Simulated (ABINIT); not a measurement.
Planning a run of ABINIT 10.8.3 on Na2LiScF6 (Fm-3m). The input:

```
acell 3*1.0 Angstrom
rprim 
  -0.000000000000 4.017450000000 4.017450000000
  4.017450000000 0.000000000000 4.017450000000
  4.017450000000 4.017450000000 0.000000000000
ntypat 4
znucl 11 3 21 9
natom 10
typat 1 1 2 3 4 4 4 4 4 4
xred 
  0.250000000000 0.250000000000 0.250000000000
  0.750000000000 0.750000000000 0.750000000000
  0.500000000000 0.500000000000 0.500000000000
  0.000000000000 0.000000000000 0.000000000000
  0.250423000000 0.250423000000 0.749577000000
  0.250423000000 0.749577000000 0.749577000000
  0.749577000000 0.749577000000 0.250423000000
  0.250423000000 0.749577000000 0.250423000000
  0.749577000000 0.250423000000 0.749577000000
  0.749577000000 0.250423000000 0.250423000000
pp_dirpath "pseudos"
pseudos "Na.upf, Li.upf, Sc.upf, F.upf"
ecut 38
ngkpt 2 2 2
nshiftk 1
shiftk 0 0 0
kptopt 1
chksymbreak 0
istwfk *1
occopt 1
irdwfk 1
optdriver 3
nband 100
ecuteps 1.6
inclvkb 2
awtr 1
symchi 1
gwcalctyp 1
nfreqre 0
nfreqim 8
gwrpacorr 1
indata_prefix "in"
outdata_prefix "out"
tmpdata_prefix "tmp"
```

```sh
OMP_NUM_THREADS=1 mpirun -n 4 abinit run.abi > log
```

**Question.** Estimate wall time and host memory on 4 MPI ranks of AMD EPYC 7R43, shared host.

It took 19 s; on shared hardware allow 9.7 s to 39 s. Peak host memory was 1.4 GiB.

[Paths, hosts, dates, memory and timing lines, banners, echoed tables and standing remarks are left out of the program output.]

[Logs are printed without paths, hosts, clocks, repeated set-up lines and the standing remarks that a program may print on its own settings, such as how far it seeks lower states.]

[Runs of the session that timed out or met a known fault of the program may be left out.]

[Hosts, paths, dates, database ids (printed as entryN), source tags and the programs' standing remarks are cut or masked in the printed files.]

[G0W0 gaps are taken among the corrected bands and points alone; a level outside them can change the order at an edge.]

[Where Ansatz stands beside ABINIT at settings called matched, ABINIT's density can come from a denser mesh and the files from another edition; pairs whose starting gaps differed by over 0.03 eV were left out, so agreement reads better than it is.]
